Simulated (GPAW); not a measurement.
```xyz
3
Lattice="3.565 0.000 0.000 -1.782 3.087 0.000 0.000 0.000 14.300" Properties=species:S:1:pos:R:3 subject="HfS2 (1T monolayer): G0W0 with GPAW, start to end" method="DFT, LDA, plane waves, PAW (and 1 further level or step)" program="GPAW 26.7.0" settings="cutoff 450 eV, GPAW PAW setups 1.2.1 data release, 9×9×1 k-mesh, nbands 265" cost="3 runs, 4.7 min in all on 4 MPI ranks of Arm Neoverse V1, shared host" notes="The structure was relaxed with LDA. Limits: no spin-orbit coupling." lda_gap="1.00 eV, indirect" g0w0_gap_on_the_mesh="2.43 eV" g0w0_gap_over_the_zone_rigid_shift="2.41 eV" gw_settings="9×9×1 mesh, 118 bands, screening to 48 eV, full frequency, Hilbert transform" known_limits="short of the basis limit; no spin-orbit coupling"
Hf    0.000    0.000    7.150
S     0.000    2.058    8.589
S     1.782    1.029    5.711
```

[Long decimals in the printed logs are rounded to 6 places.]

[Logs are printed without paths, hosts, clocks, repeated set-up lines and the standing remarks that a program may print on its own settings, such as how far it seeks lower states.]

[Paths, hosts, dates, memory and timing lines, banners, echoed tables and standing remarks are left out of the program output; an Ansatz launch command may be rebuilt from the run's recorded settings. Measured values are a selection of at most five: reports struck by readers or far from the other reports are left out. None is set beside runs whose start may be inverted or whose files or cutoffs have a known fault.]

[Runs of the session that timed out or met a known fault of the program may be left out.]

[Hosts, paths, dates, database ids (printed as entryN), source tags and the programs' standing remarks are cut or masked in the printed files.]

[Where the starting crystal was built by hand or by swapping elements, it need not be the compound's stable phase.]
